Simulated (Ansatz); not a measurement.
# Moving the knobs of a GW run on Cs3Bi2Br9 (P-3m1)

A base run on Cs3Bi2Br9 (P-3m1), then changed inputs.

Main program and level: Ansatz 0.2.0; G0W0 on r2SCAN, plane waves, PAW.

### 1. Set-up

It takes space group P-3m1 (No. 164, trigonal). The conventional cell has a = 7.972 Å, b = 7.972 Å, c = 9.867 Å, α = 90.00°, β = 90.00°, γ = 120.00°. Nearest to Cs lie 12 Br at 3.96 to 4.01 Å. Nearest to Cs lie 12 Br at 3.99 to 4.07 Å. Nearest to Bi lie 6 Br at 2.71 to 2.98 Å. Nearest to Br lie 2 Bi at 2.98 Å and 4 Cs at 3.99 to 4.01 Å. Nearest to Br lie 1 Bi at 2.71 Å and 4 Cs at 3.96 to 4.07 Å. Farther neighbours and most contacts between anions are not listed.

The cell and positions come from the Crystallography Open Database and are kept as given unless a step says otherwise. Spin-orbit coupling is left out unless a step names it. The default PAW set here is soft_2. Its files were made with PBE.

### 2. The base run: 3×3×2 mesh, 1052 empty bands, screening to 90 eV

Now the one-shot GW correction: screening in the RPA, then the self-energy of the levels asked for.

input.yaml

```yaml
crystal:
  lattice:
    - [7.972, 0.0, 0.0]
    - [-3.986, 6.903954519, 0.0]
    - [0.0, 0.0, 9.867]
  atoms:
    - { symbol: Cs, position: [0.6666666667, 0.3333333333, 0.6669] }
    - { symbol: Cs, position: [0.3333333333, 0.6666666667, 0.3331] }
    - { symbol: Cs, position: [0.0, 0.0, 0.0] }
    - { symbol: Bi, position: [0.6666666667, 0.3333333333, 0.1918] }
    - { symbol: Bi, position: [0.3333333333, 0.6666666667, 0.8082] }
    - { symbol: Br, position: [0.5, 0.5, 0.0] }
    - { symbol: Br, position: [0.5, 0.0, 0.0] }
    - { symbol: Br, position: [0.0, 0.5, 0.0] }
    - { symbol: Br, position: [0.3353, 0.16765, 0.3394] }
    - { symbol: Br, position: [0.83235, 0.16765, 0.3394] }
    - { symbol: Br, position: [0.83235, 0.6647, 0.3394] }
    - { symbol: Br, position: [0.16765, 0.3353, 0.6606] }
    - { symbol: Br, position: [0.16765, 0.83235, 0.6606] }
    - { symbol: Br, position: [0.6647, 0.83235, 0.6606] }
kpoints:
  mp_grid: { grid: [3, 3, 2] }
hamiltonian:
  xc: r2scan
scf:
  occupations: { method: fixed }
gw:
  n_empty_bands: 1052
  ecut_chi: 90.0
  qp_bands: [v4, c4]
  qp_kpoints: band_edges
  screening: { model: contour_deformation }
```

Command:

```bash
ansatz run input.yaml --threads 2 --pin off --max-ram 92160MiB --backend cuda --events-out ev --progress --plain --runs-dir out --devices 1 --max-vram 13GiB  # rebuilt from the run's record
```

Numbers of over 12 decimals in the logs are rounded to 6 here.

What it wrote:

```text
GPUs: using 1 of 1 available (devices: 1).
Engine: ansatz 0.2.0, x86_64-unknown-linux-gnu
Pseudopotentials: kind: paw
Pseudopotential: Cs, paw, valence charge 9, recommended cutoff 500 eV (meta_gga), Cs.paw.azcp
Pseudopotential: Bi, paw, valence charge 15, recommended cutoff 500 eV (meta_gga), Bi.paw.azcp
Pseudopotential: Br, paw, valence charge 7, recommended cutoff 500 eV (meta_gga), Br.paw.azcp
Functional definition: r2SCAN
  parameter k0 = 0.174
  parameter k1 = 0.065
  parameter a1 = 4.9479
  exchange = r2scan_x(k0 = k0, k1 = k1, a1 = a1)
  correlation = r2scan_c
device memory: the entry about to start is reckoned to put 4.1 GiB on a device that reports 53.3 GiB free (of which the cap on the GPU budget leaves the run 13.0 GiB)
GPU FFT provider: cuFFT
GPU libraries: cuBLAS 13.8.2, cuFFT 12.4.0, cuSOLVER 12.3.4
Crystal: 14 atoms, lattice volume = 543.063 Å³
Basis set: ecut = 500 eV, 13781 PW (Γ), exchange–correlation on 240×240×288 points (64 copies of the dense FFT grid, shifted against one another)
Bands: 74, of which v1, the nominal top of the filled ones, is band 60 counted from 1 (59 counted from 0)
Symmetry: 12 space group operations
Space group: P-3m1 (ITA 164), of the structure as read, at distance tolerance 8.2e-5 Å
k-points: 6 of 18
Non-local potential: Cs, projectors of the file, l = 0: 3, l = 1: 2, l = 2: 2, l = 3: 2
Non-local potential: Bi, projectors of the file, l = 0: 2, l = 1: 2, l = 2: 2, l = 3: 2
Non-local potential: Br, projectors of the file, l = 0: 2, l = 1: 2, l = 2: 2
PAW form: soft (Blöchl's): semilocal exchange-correlation on the pseudo side does not see the compensation charge
PAW frozen core: Cs, regenerated for the run's functional (the file was generated under x = pbe(κ = 0.804, μ = 0.219515), c = pbe(β = 0.066725))
PAW frozen core: Bi, regenerated for the run's functional (the file was generated under x = pbe(κ = 0.804, μ = 0.219515), c = pbe(β = 0.066725))
PAW frozen core: Br, regenerated for the run's functional (the file was generated under x = pbe(κ = 0.804, μ = 0.219515), c = pbe(β = 0.066725))
PAW one-centre angular grid: Cs, 302 points (default); XC on 160 Gauss nodes
PAW one-centre angular grid: Bi, 590 points (default); XC on 160 Gauss nodes
PAW one-centre angular grid: Br, 302 points (default); XC on 160 Gauss nodes
Initial density: superposition of atomic densities (neutral atoms: chi_scale 0, normalization atom), corrected by the library's trained network
Initial wavefunctions: pseudopotential atomic-orbital guess
GPU buffer pool allocated for 259200 grid points (all kernels)
GPU transforms: local potential and band sums: pruned to the plane-wave sphere, on 60×60×72
Functional: x = r2scan, c = r2scan; τ floored in thin density (d = 2e-4 eV/Å³)
[...]
NSCF: frozen V_eff on 1 k-points
SCF converged after 7 iterations
Free energy (F): -67035.577472 eV
Harris-Foulkes:  -67035.577472 eV  (|F-HF|=4.07e-10)
Internal energy: -67035.577472 eV  (E = F + TS)
E sigma→0 (E₀):  -67035.577472 eV
Fermi energy:    2.695269 eV
--- Per-component energies (eV) ---
  E_band       = -782.392650
  E_kinetic    = 2233.156948
  E_local      = -7380.683070  (includes V_loc(G=0)·N_el)
  E_nonlocal   = 1846.184780
  E_hartree    = 2466.333834
  E_xc         = -3030.143446
  E_vxc        = -1762.364507  (∫ρ·V_xc dr)
  E_paw        = -57087.961698  (= ΣΔE_a)
  E_vpaw       = -745.740023  (= ΣTr[D̂ρ^β])
  E_aug_tail   = -0.000489  (compensation charges beyond the density's cutoff)
  E_vtau       = 94.384534  (kinetic-family band-sum trace: ∫τ·v_τ [+ j·A + Jᵃ·Aᵃ] dr)
  E_ewald      = -6082.941322
  E_core_change = 0.476989  (= ΣΔE_core)
  E_smearing   = -0.000000  (= −TS)
  E_closure    = -0.000000  (closes the sum)
  Σ components = -67035.577472   (vs F -67035.577472, Δ=0.00e0)
--- Band table (eV; the first three rows and the last of 6) ---
  k-point 0: bands = [... 56 lower, 1.8554, 1.8564, 1.9063, 2.6953, 5.5868, 6.2790, 6.2790, 7.4749, ... 10 higher]
  k-point 1: bands = [... 56 lower, 2.0375, 2.0375, 2.0401, 2.1887, 5.8059, 5.8059, 5.8407, 7.3656, ... 10 higher]
  k-point 2: bands = [... 56 lower, 1.7741, 1.8123, 2.0010, 2.5840, 6.0757, 6.2307, 6.3115, 7.3122, ... 10 higher]
  k-point 5: bands = [... 56 lower, 1.6827, 1.6827, 2.3296, 2.3296, 6.3752, 6.3752, 6.3996, 7.1100, ... 10 higher]
--- G₀W₀: contour deformation, 6 samples at zero and on the imaginary axis and 2 off it, 18 q-points, 1052 empty bands' worth ---
  eigenvalues of the whole cell's RPA ε∞ on this k-mesh (on a slab, of 1 + 4πα/V) = 3.3917, 3.3917, 3.3983; static W/v taken at q = 0 is 0.294626
  bands read: the sum over 1112 bands ends inside a degenerate multiplet in 1 slot, whose members it reads at an even weight; the widest, k=0: bands 1112 to 1113 (counted from 1) at 1/2 each
  gw.qp_kpoints: band_edges: 6 of 6 stored k-points solved, in 1 pass; an edge of the gap read off the rows below is read off those points alone
    ik  band        ε_KS         Σx   Σc(E_QP)       V_xc       Z   E_QP_lin       E_QP  E_QP is
     0    57      1.8554   -19.5961     2.4805   -16.2516  0.7732     0.9772     0.9915  root
     0    58      1.8564   -19.6062     2.5328   -16.1854  0.7723     0.9531     0.9685  root
     0    59      1.9063   -19.6070     2.5389   -16.1929  0.7672     1.0148     1.0312  root
     0    60      2.6953   -18.9022     1.2368   -17.1397  0.7909     2.1660     2.1696  root
     0    61      5.5868    -9.5728    -2.9670   -13.1473  0.8154     6.1983     6.1943  root
     0    62      6.2790   -10.7807    -3.0198   -14.5119  0.8043     6.9968     6.9904  root
     0    63      6.2790   -10.7807    -3.0198   -14.5119  0.8043     6.9968     6.9904  root
     0    64      7.4749    -9.6350    -3.4095   -13.7299  0.7964     8.1695     8.1603  root
[...]
5    61      6.3752   -10.7723    -3.0928   -14.5938  0.8041     7.1110     7.1039  root
     5    62      6.3752   -10.7723    -3.0928   -14.5938  0.8041     7.1110     7.1039  root
     5    63      6.3996   -10.7698    -3.0734   -14.5639  0.8034     7.1273     7.1203  root
     5    64      7.1100    -9.7406    -3.3425   -13.7516  0.7974     7.7866     7.7785  root
```

The job ended after 65 s (1 × NVIDIA H100 80GB HBM3 (shared by 6 runs) with 2 threads of AMD EPYC 7R13 (Zen 3), shared host; peak memory 5.2 GiB; 1.8 min of CPU time).

Reading the cycles: dr2 is the Hartree energy of the density residual (eV), the measure of convergence; HF is the Harris–Foulkes estimate of the energy, which meets the free energy F at convergence.

This step gave:

* bands summed: 1112
* RPA ε∞ on this mesh (eigenvalues): 3.392, 3.392, 3.398
* plane waves in the screening matrix: 1059
* q-points in the mesh: 18
* G0W0 gap on the mesh: 4.025 eV
* k of the valence top: 0, 0, 0
* k of the conduction bottom: 0, 0, 0
* starting gap on the mesh: 2.892 eV
* Z at the valence top: 0.7909
* Z at the conduction bottom: 0.8154
* least direct G0W0 gap on the computed points: 4.025 eV

The gap on the mesh goes from 2.89 eV to 4.02 eV, a correction of +1.13 eV. Between the two edge states, bare exchange in place of the xc potential would open the gap by 5.34 eV, and correlation takes back 4.20 eV.

### 3. Variant: larger pair-density box

Edit input.yaml of step 2 so:

```diff
@@ -27,4 +27,4 @@
 gw:
-  n_empty_bands: 1052
-  ecut_chi: 90.0
+  n_empty_bands: 1233
+  ecut_chi: 100
   qp_bands: [v4, c4]
@@ -32 +32,2 @@
   screening: { model: contour_deformation }
+  ecutfock_ratio: 2
```

What it wrote:

```text
GPUs: using 1 of 1 available (devices: 1).
[...]
GPU FFT provider: cuFFT
GPU libraries: cuBLAS 13.8.2, cuFFT 12.4.0, cuSOLVER 12.3.4
Crystal: 14 atoms, lattice volume = 543.063 Å³
Basis set: ecut = 500 eV, 13781 PW (Γ), exchange–correlation on 240×240×288 points (64 copies of the dense FFT grid, shifted against one another)
Bands: 74, of which v1, the nominal top of the filled ones, is band 60 counted from 1 (59 counted from 0)
[... 1 set-up line as in the run before ...]
[...]
k-points: 6 of 18
[...]
GPU buffer pool allocated for 259200 grid points (all kernels)
[...]
SCF iter   1: F=—  HF=-67035.522711 eV  |F-HF|=—  |Δ(HF+E_count)|=         —  Δρ=2.76e-3  dr2=9.17e-2  dr2_τ=3.51e-2  ethr=1.77e-3  ⟨swp⟩=5.2  Hψ=1562  notcnv=0  defer=62
[...]
SCF iter   7: F=-67035.577472 eV  HF=-67035.577472 eV  |F-HF|=4.07e-10  |Δ(HF+E_count)|=   1.35e-7  Δρ=1.21e-6  dr2=1.33e-8  dr2_τ=6.98e-10  ethr=8.33e-11  ⟨swp⟩=21.0  Hψ=3028  notcnv=0
SCF 1 converged in 7 iterations: F = -67035.577472 eV  dr2 = 1.33e-8
[...]
NSCF: frozen V_eff on 6 k-points
[...]
G₀W₀ screening: q 1/6
[... further progress lines ...]
[...]
SCF converged after 7 iterations
Free energy (F): -67035.577472 eV
[...]
Internal energy: -67035.577472 eV  (E = F + TS)
E sigma→0 (E₀):  -67035.577472 eV
Fermi energy:    2.695269 eV
[...]
--- Band table (eV; the first three rows and the last of 6) ---
  k-point 0: bands = [... 56 lower, 1.8554, 1.8564, 1.9063, 2.6953, 5.5868, 6.2790, 6.2790, 7.4749, ... 10 higher]
  k-point 1: bands = [... 56 lower, 2.0375, 2.0375, 2.0401, 2.1887, 5.8059, 5.8059, 5.8407, 7.3656, ... 10 higher]
  k-point 2: bands = [... 56 lower, 1.7741, 1.8123, 2.0010, 2.5840, 6.0757, 6.2307, 6.3115, 7.3122, ... 10 higher]
  k-point 5: bands = [... 56 lower, 1.6827, 1.6827, 2.3296, 2.3296, 6.3752, 6.3752, 6.3996, 7.1100, ... 10 higher]
[...]
0    57      1.8554   -19.5961     2.4298   -16.2516  0.7727     0.9246     0.9408  root
     0    58      1.8564   -19.6062     2.4823   -16.1854  0.7717     0.9007     0.9181  root
     0    59      1.9063   -19.6070     2.4890   -16.1929  0.7666     0.9628     0.9813  root
     0    60      2.6953   -18.9022     1.1790   -17.1397  0.7903     2.1073     2.1118  root
     0    61      5.5868    -9.5728    -3.0091   -13.1473  0.8151     6.1557     6.1522  root
     0    62      6.2790   -10.7807    -3.0684   -14.5119  0.8040     6.9474     6.9418  root
     0    63      6.2790   -10.7807    -3.0684   -14.5119  0.8040     6.9474     6.9418  root
     0    64      7.4749    -9.6350    -3.4546   -13.7299  0.7960     8.1230     8.1151  root
[...]
5    61      6.3752   -10.7723    -3.1422   -14.5938  0.8038     7.0606     7.0546  root
     5    62      6.3752   -10.7723    -3.1422   -14.5938  0.8038     7.0606     7.0546  root
     5    63      6.3996   -10.7698    -3.1227   -14.5639  0.8030     7.0770     7.0711  root
     5    64      7.1100    -9.7406    -3.3882   -13.7516  0.7971     7.7399     7.7329  root
```

Elapsed: 89 s, on 1 × NVIDIA H100 80GB HBM3 (shared by 6 runs) with 2 threads; peak memory 5.7 GiB; 2 min of CPU time.

The G0W0 gap on the mesh is 4.040 eV.

Against the base:

```tsv
setting	base	variant
empty bands	1052	1233
screening cutoff (eV)	90.0	100
ecutfock ratio	-	2
```

```tsv
quantity	variant	base
starting gap on the mesh	2.892	2.892
G0W0 gap on the mesh	4.040	4.025
least direct G0W0 gap on the computed points	4.040	4.025
Z at the valence top	0.790	0.791
Z at the conduction bottom	0.815	0.815
```

### 4. Results

```json
{"base": "4.02 eV, 65 s", "larger pair-density box": "4.04 eV, 89 s"}
```

In words: Larger pair-density box: the gap moves by +0.02 eV. The variant differs from the base in empty bands, screening cutoff and ecutfock ratio together, so the change can't be laid to one of them. All runs here use a coarse mesh and modest cutoffs; they test settings and are not final values. Where an edge is built on 6p states of lead, bismuth or thallium, scalar-relativistic gaps usually stand too wide, by a few tenths to over one eV. The many-body steps are scalar-relativistic: spin-orbit coupling is not in them.

[Paths, hosts, dates, memory and timing lines, banners, echoed tables and standing remarks are left out of the program output.]

[Logs are printed without paths, hosts, clocks, repeated set-up lines and the standing remarks that a program may print on its own settings, such as how far it seeks lower states.]

[Runs of the session that timed out or met a known fault of the program may be left out.]

[Cells called generated may have been cut or substituted from an entry of the Crystallography Open Database or the Materials Project.]

[Hosts, paths, dates, database ids (printed as entryN), source tags and the programs' standing remarks are cut or masked in the printed files.]
